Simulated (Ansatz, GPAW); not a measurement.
# A 11-layer slab of Pb(110): work function by functional and basis, part 3 of 3

How far do functional and basis move the work function of a 11-layer slab of Pb(110)?

GPAW 26.7.0 and Ansatz 0.2.0; Ansatz plane waves; slab in vacuum with a dipole correction, relaxation (the session's first sound run).

So far, upper work function (eV): step 2 (relaxation, PBE) 3.70; step 6 (OptPBE vdW: xc = "optPBE-vdW", GPAW, PAW setups, GPAW) 3.94; step 7 (self-consistent run: xc = "LDA") 4.03; step 8 (self-consistent run: xc = "revPBE") 3.60; step 9 (real-space grid: mode = "fd", PBE, GPAW) 3.73.

### 11. A second plane-wave code

A second program with its own datasets checks the number independently.

This step: Ansatz plane waves; slab in vacuum with a dipole correction (Ansatz 0.2.0).

Contents of input.yaml:

```yaml
crystal:
  lattice:
    - [4.95, 0.0, 0.0]
    - [0.0, 3.5001785669, 0.0]
    - [0.0, 0.0, 31.5008928344]
  atoms:
    - { symbol: Pb, position: [0.0, 0.0, 0.2222159237] }
    - { symbol: Pb, position: [0.5, 0.5, 0.277772739] }
    - { symbol: Pb, position: [0.0, 0.0, 0.3333295542] }
    - { symbol: Pb, position: [0.5, 0.5, 0.3888863695] }
    - { symbol: Pb, position: [0.0, 0.0, 0.4444431847] }
    - { symbol: Pb, position: [0.5, 0.5, 0.5042674443] }
    - { symbol: Pb, position: [0.0, 0.0, 0.5616412287] }
    - { symbol: Pb, position: [0.5, 0.5, 0.6213726621] }
    - { symbol: Pb, position: [0.0, 0.0, 0.6772995091] }
    - { symbol: Pb, position: [0.5, 0.5, 0.7363023637] }
    - { symbol: Pb, position: [0.0, 0.0, 0.7848754739] }
kpoints:
  mp_grid: { grid: [7, 9, 1] }
hamiltonian:
  xc: pbe
scf:
  occupations: { method: fermi_dirac, width: 0.1 }
efield:
  axis: 3
  dipole_correction: true
  ramp_width: 0.05
output:
  forces: true
  write_potential: true
  write_density: true
  volumetric_format: npy
  elf: true
```

The run is started by

```sh
ansatz run input.yaml --threads 4 --pin off --max-ram 8192MiB --backend cpu --events-out ev --progress --plain --runs-dir out
```

Numbers of over 12 decimals in the logs are rounded to 6 here.

The log of the run:

```text
[...]
Crystal: 11 atoms, lattice volume = 545.781 Å³
Basis set: ecut = 420 eV, 10683 PW (Γ), exchange–correlation on 72×48×432 points (8 copies of the dense FFT grid, shifted against one another)
Bands: 93, of which v1, the nominal top of the filled ones, is band 77 counted from 1 (76 counted from 0)
Symmetry: 4 space group operations
[...]
k-points: 20 of 63
[...]
SCF iter   1: F=—  HF=-130969.860064 eV  |F-HF|=—  |Δ(HF+E_count)|=         —  Δρ=9.02e-4  dr2=1.28e-1  ethr=1.77e-3  p=-0.005 e·Å  D=-1.74e-3 V/Å  ΔV_dip=0.05 eV  dr2_dipole=9.28e-4  V_vac-E_F(+/−)=3.64/3.59 eV  ⟨swp⟩=7.3  Hψ=7388  notcnv=0  defer=6
[...]
SCF iter   7: F=-130969.861677 eV  HF=-130969.861677 eV  |F-HF|=7.92e-9  |Δ(HF+E_count)|=   1.72e-8  Δρ=9.16e-7  dr2=1.25e-8  ethr=6.49e-11  p=-0.003 e·Å  D=-9.39e-4 V/Å  ΔV_dip=0.03 eV  dr2_dipole=1.57e-10  V_vac-E_F(+/−)=3.70/3.68 eV  ⟨swp⟩=10.0  Hψ=13218  notcnv=0
SCF 1 converged in 7 iterations: F = -130969.861677 eV  dr2 = 1.25e-8
[...]
SCF converged after 7 iterations
Free energy (F): -130969.861677 eV
[...]
Internal energy: -130969.661639 eV  (E = F + TS)
E sigma→0 (E₀):  -130969.761658 eV
Entropy (-TS):   -0.200038 eV (-18.185 meV/atom)
Fermi energy:    5.274592 eV
Dipole field:    D = -0.000950 V/Å  (p = -0.002864 e·Å, saw-weighted, corrected)
Work function:   Φ+ = 3.7050 eV   Φ− = 3.6751 eV
[...]
--- Forces (eV/Å), atoms counted from 1 ---
  atom   1  Pb     0.00000000     0.00000000     0.27113774
  atom   2  Pb     0.00000000     0.00000000    -0.33791762
  atom   3  Pb     0.00000000     0.00000000    -0.12831912
  atom   4  Pb     0.00000000     0.00000000     0.02175660
  atom   5  Pb     0.00000000     0.00000000     0.17420379
  atom   6  Pb     0.00000000     0.00000000    -0.00084825
  atom   7  Pb     0.00000000     0.00000000     0.00041466
  atom   8  Pb     0.00000000     0.00000000    -0.00169466
  atom   9  Pb     0.00000000     0.00000000    -0.00080952
  atom  10  Pb     0.00000000     0.00000000     0.00097883
  atom  11  Pb     0.00000000     0.00000000     0.00109780
  max |Σ_I F_I| component: 2.45e-7 eV/Å
--- Band table (eV; the first three rows and the last of 20) ---
  k-point 0: bands = [... 73 lower, 4.5151, 4.6471, 5.0162, 5.6647, 5.7546, 6.1792, 6.4729, 6.9979, ... 12 higher]
  k-point 1: bands = [... 73 lower, 4.5966, 4.8072, 5.0719, 5.7696, 5.8944, 6.2149, 6.3458, 6.5392, ... 12 higher]
  k-point 2: bands = [... 73 lower, 4.4509, 4.5560, 4.6909, 5.2710, 5.3933, 5.5118, 5.9318, 6.0787, ... 12 higher]
  k-point 19: bands = [... 73 lower, 2.9638, 3.3916, 3.4960, 3.6735, 4.2239, 4.4634, 4.7976, 5.0425, ... 12 higher]
```

The job ended after 88 s (4 threads of Arm Neoverse N1, shared host; peak memory 1.6 GiB).

This step gave:

| Property | Result |
| --- | --- |
| upper work function | 3.705 eV |
| lower work function | 3.675 eV |
| dipole along the normal | -0.002864 e·Å |
| dipole field | -9.50e-4 V/Å |
| vacuum level above | 8.980 eV |
| vacuum level below | 8.950 eV |

The electrostatic potential energy of an electron (with the applied field's), less the Fermi level, planar mean oscillates, so the rows of the table below give means over windows of 1.75 Å about each position, cut where the curve ends. Its maxima inside the range that stand out by 2 % of the span (Å: eV): 7.9: -3.93, 9.6: -4.00, 11.4: -4.04, 13.1: -4.03, 14.9: -2.68, 16.8: -3.37, 18.7: -2.64, 20.4: -3.89, 22.3: -2.86. Its minima: 7.1: -6.16, 8.8: -6.30, 10.5: -6.44, 12.3: -6.44, 13.9: -6.33, 15.9: -6.26, 17.6: -6.26, 19.7: -6.31, 21.3: -6.32, 23.5: -6.70.

The electrostatic potential energy of an electron (with the applied field's), less the Fermi level, planar mean by z; means over each step:

z (Å), electrostatic potential energy of an electron (with the applied field's), less the Fermi level, planar mean (eV) and a bar from the least value:
```
     0.88       3.68 ##############################
     2.62       3.67 ##############################
     4.38       3.57 ##############################
     6.12      -0.98 ################
     7.88      -5.42 ###
     9.62      -5.51 ###
    11.38      -5.57 ###
    13.12      -5.55 ###
    14.88      -4.81 #####
    16.62      -5.20 ####
    18.38      -4.85 #####
    20.12      -5.43 ###
    21.88      -4.99 ####
    23.62      -6.48 
    25.38      -2.24 #############
    27.12       3.54 ##############################
    28.88       3.70 ##############################
    30.62       3.70 ##############################
```

The valence density, planar mean oscillates, so the rows of the table below give means over windows of 1.75 Å about each position, cut where the curve ends. Its maxima inside the range that stand out by 2 % of the span (Å: e/Å³): 7.0: 0.678, 8.8: 0.694, 10.5: 0.693, 12.3: 0.693, 14.0: 0.689, 15.9: 0.686, 17.6: 0.683, 19.5: 0.686, 21.3: 0.686, 23.2: 0.701, 24.6: 0.682. Its minima: 7.9: 0.255, 9.6: 0.256, 11.4: 0.257, 13.1: 0.256, 14.9: 0.218, 16.8: 0.237, 18.7: 0.215, 20.4: 0.254, 22.3: 0.224, 23.9: 0.349.

The valence density, planar mean by z; means over each step:

z (Å), valence density, planar mean (e/Å³) and a bar:
```
     2.62      0.000 
     4.38      0.003 
     6.12      0.231 #############
     7.88      0.459 ##########################
     9.62      0.462 ###########################
    11.38      0.462 ###########################
    13.12      0.461 ###########################
    14.88      0.412 ########################
    16.62      0.440 #########################
    18.38      0.420 ########################
    20.12      0.456 ##########################
    21.88      0.434 #########################
    23.62      0.520 ##############################
    25.38      0.316 ##################
    27.12      0.005 
    28.88      0.000 
    30.62      0.000
```

Force by atom:

| atom | x (eV/Å) | y (eV/Å) | z (eV/Å) | size |
| --- | --- | --- | --- | --- |
| Pb1 | 0.000 | 0.000 | 0.271 | 0.271 |
| Pb2 | 0.000 | 0.000 | -0.338 | 0.338 |
| Pb3 | 0.000 | 0.000 | -0.128 | 0.128 |
| Pb4 | 0.000 | 0.000 | 0.022 | 0.022 |
| Pb5 | 0.000 | 0.000 | 0.174 | 0.174 |
| Pb6 | 0.000 | 0.000 | -0.001 | 0.001 |
| Pb7 | 0.000 | 0.000 | 0.000 | 0.000 |
| Pb8 | 0.000 | 0.000 | -0.002 | 0.002 |
| Pb9 | 0.000 | 0.000 | -0.001 | 0.001 |
| Pb10 | 0.000 | 0.000 | 0.001 | 0.001 |
| Pb11 | 0.000 | 0.000 | 0.001 | 0.001 |

ELF in the ca plane at fractional y = 0.000, with atoms of Pb within 0.2 Å of it. It is the smooth field of the valence electrons, not physical close to the nuclei.

Ten even steps from '0' (0.00) to '9' (0.49), each cell a mean:
```
20277535772027753577202776567301799963100000
75786534677578653578767765557756899852100000
77765434567776543456777654556778898631000000
56544344455655433445555434455667775310000000
33333444333333334433333233444444432100000000
22223444332222334433222233344332110000000000
22223444332222334433222233344332100000000000
22233444332222334433222233444433221000000000
44443344444544334434444333445556653210000000
67664434466766443446666544455677887521000000
87876434678787643467878765556778899742000000
42477535774248753578424776567523899963100000
00167535761006754586101676567200699963100000
```
Columns run along c (16.0 Å, from fractional 0.44 to 0.94 of the cell), rows up along a (5.0 Å). Atoms in or near the plane, at fractional coordinates: Pb at (0.44, 0.00), Pb at (0.56, 0.00), Pb at (0.68, 0.00), Pb at (0.78, 0.00).

Electrostatic potential energy in the ca plane at fractional y = 0.000, with atoms of Pb within 0.2 Å of it. With pseudopotentials it is smooth inside the atoms' cores, unlike the true potential.

Ten even steps from '0' (-36 eV) to '9' (9 eV), each cell a mean:
```
02016999710200699970020179972021068999999999
00048999840004899984000489985100379999999999
65689999986568999998656899998756899999999999
98999999999899999999989999999989999999999999
99999999999999999999999999999999999999999999
99999999999999999999999999999999999999999999
99999999999999999999999999999999999999999999
99999999999999999999999999999999999999999999
99999999999999999999999999999999999999999999
87889999988788999998878899999878899999999999
32368999863236899986323689987423689999999999
00027999720002799972000279983000169999999999
13106999601410689860131068971032058999999999
```
Columns run along c (16.0 Å, from fractional 0.44 to 0.94 of the cell; values clipped at the 3rd and 97th percentile), rows up along a (5.0 Å). Atoms in or near the plane, at fractional coordinates: Pb at (0.44, 0.00), Pb at (0.56, 0.00), Pb at (0.68, 0.00), Pb at (0.78, 0.00).

Valence density in the ca plane at fractional y = 0.000, with atoms of Pb within 0.2 Å of it. It is the smooth field of the valence electrons, not physical close to the nuclei.

Ten steps, logarithmic in the rise over the least value, from '0' (0.00 × 1e0 e/Å³) to '9' (9.21 × 1e0 e/Å³), each cell a mean:
```
89863211368986321236898632235898642000000000
67642111246764211124676421124676531000000000
34321111123432211122343211112344310000000000
22211111112221111111222111111222100000000000
11111111111111111111111111111111000000000000
00011111110001111111000111111100000000000000
00011111110001111111000111111100000000000000
11111111111111111111111111111110000000000000
11111111111111111111111111111111100000000000
23221111122322111112232211112232210000000000
55532111235553211123555321123555421000000000
78753111357875311135787532235788631000000000
99963212369996421236999632236899742000000000
```
Columns run along c (16.0 Å, from fractional 0.44 to 0.94 of the cell), rows up along a (5.0 Å). Atoms in or near the plane, at fractional coordinates: Pb at (0.44, 0.00), Pb at (0.56, 0.00), Pb at (0.68, 0.00), Pb at (0.78, 0.00).

The upper face's work function is 3.705 eV, against 3.726 eV in the first plane-wave PBE run at this geometry.

### 12. Side by side

Results and costs are gathered.

This step: comparison of work functions, dipole and cost (GPAW 26.7.0).

Ladder, by row:

| step | code | work function, upper (eV) | work function, lower (eV) | dipole (e Å) | wall time (s) | peak memory (GiB) | threads |
| --- | --- | --- | --- | --- | --- | --- | --- |
| pw | GPAW | 3.726 | 3.697 | -0.002719 | 3429 | 0.84 | 1 |
| vdW-DF2 | GPAW | 4.138 | 4.133 | -3.47e-4 | 5527 | 1.14 | 1 |
| RPBE | GPAW | 3.587 | 3.561 | -0.002467 | 3074 | 0.84 | 1 |
| optPBE-vdW | GPAW | 3.944 | 3.92 | -0.002236 | 3413 | 1.14 | 1 |
| LDA | GPAW | 4.029 | 3.996 | -0.003092 | 3365 | 0.85 | 1 |
| revPBE | GPAW | 3.598 | 3.567 | -0.002865 | 3515 | 0.84 | 1 |
| fd | GPAW | 3.727 | 3.696 | -0.002907 | 17659 | 6.08 | 1 |
| ansatz | Ansatz | 3.705 | 3.675 | -0.002864 | 87.97 | 1.623 | 4 |

### 13. What came out

```
work function, upper and lower face : 3.726 and 3.697 eV
dipole along the normal             : -0.00272 e Å
```

What this shows: With plane waves and PBE the work function is 3.73 eV on the upper face and 3.70 eV on the lower. The measured value for polycrystalline Pb, which weights the faces of low work function, is 4.25 eV (as compiled in "Anisotropic work function of elemental crystals", 2019, arxiv:1902.07811); the relaxed upper face lies 0.52 eV under it with PBE, and vdW-DF2 comes nearest (4.14 eV). Measured work functions scatter by a tenth of an eV or more between methods. Over the sound runs of the table the upper face's work function spans 3.587 (RPBE) to 4.138 eV (vdW-DF2). The two plane-wave codes differ by 0.021 eV on the upper face. The small printed dipole stands for a step of 28 meV from the lower to the upper face, and the probes find 29 meV; values this small are near the numerical noise of both. The in-plane lattice was kept as typed, which isn't the functional's own and leaves some strain; spin-orbit coupling and temperature are left out.

[Logs are printed without paths, hosts, clocks, repeated set-up lines and the standing remarks that a program may print on its own settings, such as how far it seeks lower states.]

[Hosts, paths, dates, database ids (printed as entryN), source tags and the programs' standing remarks are cut or masked in the printed files.]
